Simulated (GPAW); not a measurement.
**Screening of a field by a 9-layer slab of Pt(110)**

Wanted: the out-of-plane polarisability of a 9-layer slab of Pt(110).

Method: GPAW, PAW setups; slab in vacuum, relaxation, in the first sound run; inputs show where later runs differ, in GPAW 26.7.0.

## Step 1: The structure

The cell holds 9 atoms: 9 Pt. Cell: a = 3.920 Å, b = 2.772 Å, c = 27.087 Å, α = 90.0°, β = 90.0°, γ = 90.0°. Vacuum lies along c.

## Step 2: Relaxation

Forces are removed first; all later runs use this geometry. The lowest 4 atoms are held at bulk positions and keep their forces.

The input, run.py:

```python
import json
import numpy as np
from ase import Atoms
from ase.constraints import FixAtoms
from ase.optimize import BFGS
from gpaw import GPAW, PW

slab = Atoms(
    ['Pt', 'Pt', 'Pt', 'Pt', 'Pt', 'Pt', 'Pt', 'Pt', 'Pt'],
    positions=[
        [0.00000, 0.00000, 8.00000],
        [1.96000, 1.38593, 9.38593],
        [0.00000, 0.00000, 10.77186],
        [1.96000, 1.38593, 12.15779],
        [0.00000, 0.00000, 13.54372],
        [1.96000, 1.38593, 14.92965],
        [0.00000, 0.00000, 16.31558],
        [1.96000, 1.38593, 17.70151],
        [0.00000, 0.00000, 19.08743]],
    cell=[[3.92, 0.0, 0.0], [0.0, 2.77186, 0.0], [0.0, 0.0, 27.08743]],
    pbc=[True, True, False])

slab.calc = GPAW(mode=PW(400), xc='PBE', kpts={'size': (8, 11, 1), 'gamma': True},
                 occupations={'name': 'fermi-dirac', 'width': 0.1}, nbands='160%',
                 convergence={'density': 1e-05}, maxiter=200,
                 poissonsolver={'dipolelayer': 'xy'},
                 symmetry={'tolerance': 1e-3, 'extra_ids': [1, 1, 1, 1, 0, 0, 0, 0, 0]}, txt='slab.txt')
result = {}
slab.set_constraint(FixAtoms([0, 1, 2, 3]))
path = []
opt = BFGS(slab, maxstep=0.2)
opt.attach(lambda: path.append((slab.get_potential_energy(), slab.positions.tolist(), slab.get_forces().tolist())))
result['relaxed'] = bool(opt.run(fmax=0.03, steps=40))
result['path'] = path
energy = slab.get_potential_energy()
fermi = slab.calc.get_fermi_level()
v = slab.calc.get_electrostatic_potential().mean((0, 1)) - fermi
n = slab.calc.get_pseudo_density().mean((0, 1))
L = slab.cell[2, 2]
z = np.arange(len(v)) * L / len(v)
low, high = slab.positions[:, 2].min(), slab.positions[:, 2].max()
below, above = np.interp([low - 5.8, high + 5.8], z, v)
slopes = [np.interp(x, z, np.gradient(v, z)) for x in (low - 5.8, high + 5.8)]
eps = np.array([[slab.calc.get_eigenvalues(k, s) for k in range(len(slab.calc.get_ibz_k_points()))]
                for s in range(slab.calc.get_number_of_spins())]) - fermi
top, bottom = eps[eps < 0].max(), eps[eps > 0].min()
dipole = slab.get_dipole_moment()[2]
print(f'energy {energy:.4f} eV, Fermi level {fermi:.4f} eV, dipole {dipole:.5f} e A')
print(f'potential 5.8 A off the faces, from the Fermi level: lower {below:.4f} eV, upper {above:.4f} eV')
print(f'slope of the potential there: lower {slopes[0]:.5f}, upper {slopes[1]:.5f} eV/A')
print(f'nearest levels on the mesh: {top:.4f} and {bottom:.4f} eV')
print('magnetic moment', round(slab.get_magnetic_moment(), 3))
result.update(energy=energy, fermi=fermi, dipole=dipole, below=below, above=above, slopes=slopes, edges=[top, bottom],
              z=z.tolist(), v=v.tolist(), n=n.tolist(), positions=slab.positions.tolist(),
              forces=slab.get_forces(apply_constraint=False).tolist(), moments=slab.get_magnetic_moments().tolist())
json.dump(result, open('result.json', 'w'))
```

Launch:

```
> OMP_NUM_THREADS=1 OPENBLAS_NUM_THREADS=1 python run.py
```

Log:

```text
Step          Energy          fmax
BFGS:    0      -55.179098        1.074414
BFGS:    1      -55.196508        0.920738
BFGS:    2      -55.246122        0.265396
BFGS:    3      -55.248778        0.258620
BFGS:    4      -55.253018        0.241950
BFGS:    5      -55.257615        0.257442
BFGS:    6      -55.262983        0.239332
BFGS:    7      -55.267506        0.269983
BFGS:    8      -55.272167        0.301318
BFGS:    9      -55.276956        0.268585
BFGS:   10      -55.280466        0.154677
BFGS:   11      -55.281872        0.060492
BFGS:   12      -55.282174        0.050529
BFGS:   13      -55.282305        0.042750
BFGS:   14      -55.282433        0.028315
energy -55.0130 eV, Fermi level 2.6806 eV, dipole 0.00078 e A
potential 5.8 A off the faces, from the Fermi level: lower 5.3013 eV, upper 5.2969 eV
slope of the potential there: lower -0.00002, upper 0.00020 eV/A
nearest levels on the mesh: -0.0005 and 0.0017 eV
magnetic moment 0.0
```

Run time: 62 min. Hardware: 1 thread of AMD EPYC 9R45, shared host; peak memory 0.56 GiB.

Relaxation path:

| step | energy less that of the first step (eV) | largest force (eV/Å) |
| --- | --- | --- |
| 1 | 0.0000 | 1.0744 |
| 2 | -0.0176 | 0.9207 |
| 3 | -0.0690 | 0.2654 |
| 4 | -0.0720 | 0.2586 |
| 5 | -0.0769 | 0.2419 |
| 6 | -0.0818 | 0.2574 |
| 7 | -0.0871 | 0.2393 |
| 8 | -0.0911 | 0.2700 |
| 9 | -0.0951 | 0.3013 |
| 10 | -0.0993 | 0.2686 |
| 11 | -0.1024 | 0.1547 |
| 12 | -0.1038 | 0.0605 |
| 13 | -0.1041 | 0.0505 |
| 14 | -0.1043 | 0.0427 |
| 15 | -0.1044 | 0.0283 |

The atoms that moved most (Å):

| atom | dx | dy | dz | length |
| --- | --- | --- | --- | --- |
| Pt8 | 0.000 | 0.000 | 0.248 | 0.248 |
| Pt7 | 0.000 | 0.000 | 0.118 | 0.118 |
| Pt9 | 0.000 | 0.000 | 0.102 | 0.102 |
| Pt6 | 0.000 | 0.000 | 0.092 | 0.092 |
| Pt5 | 0.000 | 0.000 | 0.059 | 0.059 |

Final coordinates:

```
Pt
1.0
     3.92000    0.00000    0.00000
     0.00000    2.77186    0.00000
     0.00000    0.00000   27.08743
Pt
9
Direct
  0.00000 0.00000 0.29534
  0.50000 0.50000 0.34650
  0.00000 0.00000 0.39767
  0.50000 0.50000 0.44884
  0.00000 0.00000 0.50218
  0.50000 0.50000 0.55456
  0.00000 0.00000 0.60670
  0.50000 0.50000 0.66264
  0.00000 0.00000 0.70844
```

Numbers from this step:

| Quantity | Value |
| --- | --- |
| dipole along the normal | 7.82e-4 e·Å |
| levels nearest the Fermi level on the mesh | -4.68e-4, 0.001655 eV from the Fermi level |
| upper work function | 5.297 eV |
| lower work function | 5.301 eV |

The electrostatic potential energy of an electron (without an applied field's), less the Fermi level, planar mean oscillates, so the rows of the table below give means over windows of 1.41 Å about each position, cut where the curve ends. Its maxima inside the range that stand out by 2 % of the span (Å: eV): 8.7: -7.77, 10.1: -8.35, 11.5: -8.33, 12.9: -7.25, 14.3: -7.66, 15.7: -7.76, 17.2: -6.18, 18.5: -10.7. Its minima: 8.0: -14.9, 9.4: -15.9, 10.7: -16.0, 12.1: -15.9, 13.7: -15.7, 15.1: -15.8, 16.5: -15.6, 18.0: -16.1, 19.2: -15.5.

Table of electrostatic potential energy of an electron (without an applied field's), less the Fermi level, planar mean by z; means over each step:

z (Å), electrostatic potential energy of an electron (without an applied field's), less the Fermi level, planar mean (eV) and a bar from the least value:
```
     0.70        5.3 ##############################
     2.11        5.3 ##############################
     3.52        5.3 ##############################
     4.93        5.3 ##############################
     6.34        4.5 #############################
     7.75       -8.5 ######
     9.16      -11.8 
    10.57      -12.1 
    11.98      -11.9 
    13.39      -11.5 #
    14.80      -11.7 #
    16.21      -11.5 #
    17.62      -11.2 ##
    19.03      -11.9 
    20.44        2.8 ##########################
    21.85        5.2 ##############################
    23.26        5.3 ##############################
    24.67        5.3 ##############################
    26.08        5.3 ##############################
```

The pseudo valence density, planar mean oscillates, so the rows of the table below give means over windows of 1.41 Å about each position, cut where the curve ends. Its maxima inside the range that stand out by 2 % of the span (Å: e/Å³): 8.0: 1.52, 9.3: 1.54, 10.8: 1.54, 12.1: 1.56, 13.7: 1.54, 15.0: 1.53, 16.5: 1.54, 18.0: 1.57, 19.1: 1.48. Its minima: 8.7: 0.649, 10.2: 0.675, 11.5: 0.642, 12.8: 0.615, 14.3: 0.613, 15.8: 0.640, 17.1: 0.551, 18.6: 0.811.

Table of pseudo valence density, planar mean by z; means over each step:

| z (Å) | pseudo valence density, planar mean (e/Å³) |
| --- | --- |
| 3.52 | 1.6e-5 |
| 4.93 | 7.0e-4 |
| 6.34 | 0.0397 |
| 7.75 | 0.886 |
| 9.16 | 1.05 |
| 10.57 | 1.06 |
| 11.98 | 1.05 |
| 13.39 | 1.03 |
| 14.80 | 1.04 |
| 16.21 | 1.04 |
| 17.62 | 1.00 |
| 19.03 | 1.08 |
| 20.44 | 0.125 |
| 21.85 | 0.00217 |
| 23.26 | 4.5e-5 |

The relaxation lowered the energy of the cell by 0.104 eV (energies extrapolated to zero smearing; the optimiser's log prints free energies). The largest force left on a free atom is 0.028 eV/Å.

## Step 3: The slab's potential

With the geometry fixed, the planar mean of the potential gives the vacuum level on each side.

This step: GPAW, PAW setups; slab in vacuum (GPAW 26.7.0).

run.py, as its differences from that of step 2:

```diff
@@ -3,4 +3,2 @@
 from ase import Atoms
-from ase.constraints import FixAtoms
-from ase.optimize import BFGS
 from gpaw import GPAW, PW
@@ -14,7 +12,7 @@
         [1.96000, 1.38593, 12.15779],
-        [0.00000, 0.00000, 13.54372],
-        [1.96000, 1.38593, 14.92965],
-        [0.00000, 0.00000, 16.31558],
-        [1.96000, 1.38593, 17.70151],
-        [0.00000, 0.00000, 19.08743]],
+        [0.00000, 0.00000, 13.60284],
+        [1.96000, 1.38593, 15.02159],
+        [0.00000, 0.00000, 16.43404],
+        [1.96000, 1.38593, 17.94911],
+        [0.00000, 0.00000, 19.18970]],
     cell=[[3.92, 0.0, 0.0], [0.0, 2.77186, 0.0], [0.0, 0.0, 27.08743]],
@@ -26,10 +24,4 @@
                  poissonsolver={'dipolelayer': 'xy'},
-                 symmetry={'tolerance': 1e-3, 'extra_ids': [1, 1, 1, 1, 0, 0, 0, 0, 0]}, txt='slab.txt')
+                 symmetry={'tolerance': 1e-3}, txt='slab.txt')
 result = {}
-slab.set_constraint(FixAtoms([0, 1, 2, 3]))
-path = []
-opt = BFGS(slab, maxstep=0.2)
-opt.attach(lambda: path.append((slab.get_potential_energy(), slab.positions.tolist(), slab.get_forces().tolist())))
-result['relaxed'] = bool(opt.run(fmax=0.03, steps=40))
-result['path'] = path
 energy = slab.get_potential_energy()
```

Log:

```text
energy -55.0130 eV, Fermi level 2.6806 eV, dipole 0.00050 e A
potential 5.8 A off the faces, from the Fermi level: lower 5.3012 eV, upper 5.2969 eV
slope of the potential there: lower -0.00001, upper 0.00018 eV/A
nearest levels on the mesh: -0.0005 and 0.0017 eV
magnetic moment 0.0
```

It took 8.7 min on 1 thread; peak memory 0.55 GiB.

Numbers from this step:

* dipole along the normal: 5.03e-4 e·Å
* levels nearest the Fermi level on the mesh: -4.68e-4, 0.001652 eV from the Fermi level

The electrostatic potential energy of an electron (without an applied field's), less the Fermi level, planar mean oscillates, so the rows of the table below give means over windows of 1.41 Å about each position, cut where the curve ends. Its maxima inside the range that stand out by 2 % of the span (Å: eV): 8.7: -7.77, 10.1: -8.35, 11.5: -8.33, 12.9: -7.25, 14.3: -7.66, 15.7: -7.76, 17.2: -6.18, 18.5: -10.7. Its minima: 8.0: -14.9, 9.4: -15.9, 10.7: -16.0, 12.1: -15.9, 13.7: -15.7, 15.1: -15.8, 16.5: -15.6, 18.0: -16.1, 19.2: -15.5.

Table of electrostatic potential energy of an electron (without an applied field's), less the Fermi level, planar mean by z; means over each step:

| z (Å) | electrostatic potential energy of an electron (without an applied field's), less the Fermi level, planar mean (eV) |
| --- | --- |
| 0.70 | 5.30 |
| 2.11 | 5.30 |
| 3.52 | 5.30 |
| 4.93 | 5.28 |
| 6.34 | 4.49 |
| 7.75 | -8.49 |
| 9.16 | -11.8 |
| 10.57 | -12.1 |
| 11.98 | -11.9 |
| 13.39 | -11.5 |
| 14.80 | -11.7 |
| 16.21 | -11.5 |
| 17.62 | -11.2 |
| 19.03 | -11.9 |
| 20.44 | 2.78 |
| 21.85 | 5.25 |
| 23.26 | 5.30 |
| 24.67 | 5.30 |
| 26.08 | 5.30 |

The pseudo valence density, planar mean oscillates, so the rows of the table below give means over windows of 1.41 Å about each position, cut where the curve ends. Its maxima inside the range that stand out by 2 % of the span (Å: e/Å³): 8.0: 1.52, 9.3: 1.54, 10.8: 1.54, 12.1: 1.56, 13.7: 1.54, 15.0: 1.53, 16.5: 1.54, 18.0: 1.57, 19.1: 1.48. Its minima: 8.7: 0.649, 10.2: 0.675, 11.5: 0.642, 12.8: 0.615, 14.3: 0.613, 15.8: 0.640, 17.1: 0.551, 18.6: 0.811.

The pseudo valence density, planar mean by z; means over each step:

(Unchanged from step 2.)

Force by atom:

| atom | x (eV/Å) | y (eV/Å) | z (eV/Å) | size |
| --- | --- | --- | --- | --- |
| Pt1 | 0.00 | 0.00 | 0.37 | 0.37 |
| Pt2 | 0.00 | 0.00 | -1.07 | 1.07 |
| Pt3 | 0.00 | 0.00 | 0.16 | 0.16 |
| Pt4 | 0.00 | 0.00 | 0.55 | 0.55 |
| Pt5 | 0.00 | 0.00 | -0.02 | 0.02 |
| Pt6 | 0.00 | 0.00 | 0.01 | 0.01 |
| Pt7 | 0.00 | 0.00 | -0.01 | 0.01 |
| Pt8 | 0.00 | 0.00 | -0.01 | 0.01 |
| Pt9 | 0.00 | 0.00 | 0.03 | 0.03 |

The potential is flat to 1.8e-4 eV/Å where it is read, so the vacuum is wide enough.

## Step 4: Field on

A uniform field along the normal polarises the slab; the atoms stay fixed, so this is the electronic response alone.

run.py, as its differences from that of step 3:

```diff
@@ -4,2 +4,3 @@
 from gpaw import GPAW, PW
+from gpaw.external import ConstantElectricField
 
@@ -24,2 +25,3 @@
                  poissonsolver={'dipolelayer': 'xy'},
+                 external=ConstantElectricField(-0.2, [0, 0, 1]),
                  symmetry={'tolerance': 1e-3}, txt='slab.txt')
```

Log:

```text
energy -55.0298 eV, Fermi level 2.6738 eV, dipole -0.16862 e A
potential 5.8 A off the faces, from the Fermi level: lower 3.9096 eV, upper 6.7173 eV
slope of the potential there: lower -0.00014, upper 0.00020 eV/A
nearest levels on the mesh: -0.0008 and 0.0019 eV
magnetic moment 0.0
```

Run time: 14 min. Hardware: 1 thread; peak memory 0.78 GiB.

Numbers from this step:

| Property | Result |
| --- | --- |
| dipole along the normal | -0.1686 e·Å |
| levels nearest the Fermi level on the mesh | -8.14e-4, 0.001861 eV from the Fermi level |
| potential below the slab, the applied field's own ramp left out | 3.910 eV from the Fermi level |
| potential above the slab, the applied field's own ramp left out | 6.717 eV from the Fermi level |

The electrostatic potential energy of an electron (without an applied field's), less the Fermi level, planar mean oscillates, so the rows of the table below give means over windows of 1.41 Å about each position, cut where the curve ends. Its maxima inside the range that stand out by 2 % of the span (Å: eV): 8.7: -8.74, 10.1: -9.04, 11.5: -8.74, 12.9: -7.38, 14.3: -7.51, 15.7: -7.32, 17.2: -5.44, 18.5: -9.68, 26.7: 6.72. Its minima: 8.0: -16.0, 9.4: -16.7, 10.7: -16.5, 12.1: -16.2, 13.7: -15.7, 15.1: -15.5, 16.5: -15.0, 18.0: -15.2, 19.2: -14.3.

Electrostatic potential energy of an electron (without an applied field's), less the Fermi level, planar mean against z; means over each step:

| z (Å) | electrostatic potential energy of an electron (without an applied field's), less the Fermi level, planar mean (eV) |
| --- | --- |
| 0.70 | 4.10 |
| 2.11 | 3.91 |
| 3.52 | 3.91 |
| 4.93 | 3.89 |
| 6.34 | 3.14 |
| 7.75 | -9.65 |
| 9.16 | -12.7 |
| 10.57 | -12.7 |
| 11.98 | -12.2 |
| 13.39 | -11.6 |
| 14.80 | -11.4 |
| 16.21 | -11.0 |
| 17.62 | -10.4 |
| 19.03 | -10.8 |
| 20.44 | 4.13 |
| 21.85 | 6.66 |
| 23.26 | 6.72 |
| 24.67 | 6.72 |
| 26.08 | 6.70 |

Force by atom:

| atom | x (eV/Å) | y (eV/Å) | z (eV/Å) | size |
| --- | --- | --- | --- | --- |
| Pt1 | 0.00 | 0.00 | 0.38 | 0.38 |
| Pt2 | 0.00 | 0.00 | -1.07 | 1.07 |
| Pt3 | 0.00 | 0.00 | 0.15 | 0.15 |
| Pt4 | 0.00 | 0.00 | 0.55 | 0.55 |
| Pt5 | 0.00 | 0.00 | -0.02 | 0.02 |
| Pt6 | 0.00 | 0.00 | 0.01 | 0.01 |
| Pt7 | 0.00 | 0.00 | -0.02 | 0.02 |
| Pt8 | 0.00 | 0.00 | -0.01 | 0.01 |
| Pt9 | 0.00 | 0.00 | 0.04 | 0.04 |

The dipole is now -0.169 e Å, against 5.0e-4 in the run without a field.

## Step 5: In a field

run.py, as its differences from that of step 4:

```diff
@@ -25,3 +25,3 @@
                  poissonsolver={'dipolelayer': 'xy'},
-                 external=ConstantElectricField(-0.2, [0, 0, 1]),
+                 external=ConstantElectricField(-0.1, [0, 0, 1]),
                  symmetry={'tolerance': 1e-3}, txt='slab.txt')
```

Log:

```text
energy -55.0172 eV, Fermi level 2.6780 eV, dipole -0.08440 e A
potential 5.8 A off the faces, from the Fermi level: lower 4.6019 eV, upper 6.0069 eV
slope of the potential there: lower 0.00008, upper 0.00018 eV/A
nearest levels on the mesh: -0.0011 and 0.0021 eV
magnetic moment 0.0
```

Wall time 11 min (1 thread); peak memory 0.79 GiB.

This step gave:

| Quantity | Value |
| --- | --- |
| dipole along the normal | -0.08440 e·Å |
| levels nearest the Fermi level on the mesh | -0.001068, 0.002071 eV from the Fermi level |
| potential below the slab, the applied field's own ramp left out | 4.602 eV from the Fermi level |
| potential above the slab, the applied field's own ramp left out | 6.007 eV from the Fermi level |

The electrostatic potential energy of an electron (without an applied field's), less the Fermi level, planar mean oscillates, so the rows of the table below give means over windows of 1.41 Å about each position, cut where the curve ends. Its maxima inside the range that stand out by 2 % of the span (Å: eV): 8.7: -8.25, 10.1: -8.69, 11.5: -8.54, 12.9: -7.32, 14.3: -7.58, 15.7: -7.54, 17.2: -5.81, 18.5: -10.2, 26.7: 6.01. Its minima: 8.0: -15.4, 9.4: -16.3, 10.7: -16.3, 12.1: -16.0, 13.7: -15.7, 15.1: -15.6, 16.5: -15.3, 18.0: -15.7, 19.2: -14.9.

Electrostatic potential energy of an electron (without an applied field's), less the Fermi level, planar mean against z; means over each step:

z (Å), electrostatic potential energy of an electron (without an applied field's), less the Fermi level, planar mean (eV) and a bar from the least value:
```
     0.70        4.7 ############################
     2.11        4.6 ############################
     3.52        4.6 ############################
     4.93        4.6 ############################
     6.34        3.8 ##########################
     7.75       -9.1 #####
     9.16      -12.3 
    10.57      -12.4 
    11.98      -12.1 #
    13.39      -11.5 #
    14.80      -11.6 #
    16.21      -11.3 ##
    17.62      -10.8 ###
    19.03      -11.4 ##
    20.44        3.5 ##########################
    21.85        6.0 ##############################
    23.26        6.0 ##############################
    24.67        6.0 ##############################
    26.08        6.0 ##############################
```

Force by atom:

| atom | x (eV/Å) | y (eV/Å) | z (eV/Å) | size |
| --- | --- | --- | --- | --- |
| Pt1 | 0.00 | 0.00 | 0.38 | 0.38 |
| Pt2 | 0.00 | 0.00 | -1.07 | 1.07 |
| Pt3 | 0.00 | 0.00 | 0.15 | 0.15 |
| Pt4 | 0.00 | 0.00 | 0.56 | 0.56 |
| Pt5 | 0.00 | 0.00 | -0.02 | 0.02 |
| Pt6 | 0.00 | 0.00 | 0.01 | 0.01 |
| Pt7 | 0.00 | 0.00 | -0.01 | 0.01 |
| Pt8 | 0.00 | 0.00 | -0.01 | 0.01 |
| Pt9 | 0.00 | 0.00 | 0.04 | 0.04 |

The dipole is now -0.0844 e Å, against 5.0e-4 in the run without a field.

## Step 6: In a field

run.py, as its differences from that of step 5:

```diff
@@ -25,3 +25,3 @@
                  poissonsolver={'dipolelayer': 'xy'},
-                 external=ConstantElectricField(-0.1, [0, 0, 1]),
+                 external=ConstantElectricField(-0.05, [0, 0, 1]),
                  symmetry={'tolerance': 1e-3}, txt='slab.txt')
```

Log:

```text
energy -55.0140 eV, Fermi level 2.6793 eV, dipole -0.04202 e A
potential 5.8 A off the faces, from the Fermi level: lower 4.9523 eV, upper 5.6514 eV
slope of the potential there: lower -0.00000, upper 0.00022 eV/A
nearest levels on the mesh: -0.0005 and 0.0016 eV
magnetic moment 0.0
```

Run time: 17 min. Hardware: 1 thread; peak memory 0.79 GiB.

The electrostatic potential energy of an electron (without an applied field's), less the Fermi level, planar mean oscillates, so the rows of the table below give means over windows of 1.41 Å about each position, cut where the curve ends. Its maxima inside the range that stand out by 2 % of the span (Å: eV): 8.7: -8.01, 10.1: -8.52, 11.5: -8.43, 12.9: -7.29, 14.3: -7.62, 15.7: -7.65, 17.2: -6.00, 18.5: -10.4. Its minima: 8.0: -15.2, 9.4: -16.1, 10.7: -16.1, 12.1: -15.9, 13.7: -15.7, 15.1: -15.7, 16.5: -15.4, 18.0: -15.9, 19.2: -15.2.

The electrostatic potential energy of an electron (without an applied field's), less the Fermi level, planar mean by z; means over each step:

z (Å), electrostatic potential energy of an electron (without an applied field's), less the Fermi level, planar mean (eV) and a bar from the least value:
```
     0.70        5.0 #############################
     2.11        5.0 #############################
     3.52        5.0 #############################
     4.93        4.9 #############################
     6.34        4.2 ###########################
     7.75       -8.8 ######
     9.16      -12.0 
    10.57      -12.3 
    11.98      -12.0 
    13.39      -11.5 #
    14.80      -11.6 #
    16.21      -11.4 #
    17.62      -11.0 ##
    19.03      -11.6 #
    20.44        3.1 ##########################
    21.85        5.6 ##############################
    23.26        5.6 ##############################
    24.67        5.7 ##############################
    26.08        5.6 ##############################
```

## Step 7: Field on

run.py, as its differences from that of step 6:

```diff
@@ -25,3 +25,3 @@
                  poissonsolver={'dipolelayer': 'xy'},
-                 external=ConstantElectricField(-0.05, [0, 0, 1]),
+                 external=ConstantElectricField(0.05, [0, 0, 1]),
                  symmetry={'tolerance': 1e-3}, txt='slab.txt')
```

Log:

```text
energy -55.0141 eV, Fermi level 2.6817 eV, dipole 0.04243 e A
potential 5.8 A off the faces, from the Fermi level: lower 5.6503 eV, upper 4.9431 eV
slope of the potential there: lower 0.00003, upper 0.00017 eV/A
nearest levels on the mesh: -0.0004 and 0.0016 eV
magnetic moment 0.0
```

Wall time 16 min (1 thread); peak memory 0.79 GiB.

(Continued in part 2 of 2.)

[Logs are printed without paths, hosts, clocks, repeated set-up lines and the standing remarks that a program may print on its own settings, such as how far it seeks lower states.]

[Hosts, paths, dates, database ids (printed as entryN), source tags and the programs' standing remarks are cut or masked in the printed files.]
